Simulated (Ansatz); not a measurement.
# Chains of the alkali and alkaline-earth elements under several functionals

How do the functionals order the bond lengths of atomic chains, and do they agree on which chains are magnetic?

Set-up. Ansatz 0.2.0, plane waves with PAW datasets at the program's default cutoffs, Fermi-Dirac smearing of 0.05 eV, chains in boxes 7.5 Å wide or more, moments seeded when the perfect chain is relaxed. One atom a cell; each functional relaxes the period from the same start. Changes are against PBE.

Results:

| element | PBE bond (Å) | LDA (%) | PBEsol (%) | RPBE (%) | moment PBE (μB) | LDA |
| --- | --- | --- | --- | --- | --- | --- |
| K | 4.23 | −4.7 | −1.0 | +3.3 | 0.00 | 0.00 |
| Rb | 4.52 | −5.1 | −1.4 | +3.7 | 0.00 | 0.00 |
| Be | 2.16 | −0.8 | +0.2 | +0.6 | 0.00 | 0.00 |
| Sr | 4.49 | −2.1 | −1.3 | +1.1 | 0.00 | 0.00 |

What this shows: Over functionals run on four chains or more, the median change against PBE is −3.4 % under LDA, −1.2 % under PBEsol and +2.2 % under RPBE. LDA gives the shortest bond for 4 of 4 elements and RPBE a longer one than PBE for 4. No chain in the table keeps a moment under any of them.

What the numbers leave out: One atom a cell allows parallel or no moments and even bonds alone, which need not be the ground state. One start a run; chains whose period differed by over 12 % between LDA, PBE and RPBE, a sign of unlike minima, are left out. A dash marks a functional that was not run for that element. Runs on some systems are kept out of this data set and are not in the table, so it may lack members of the series.
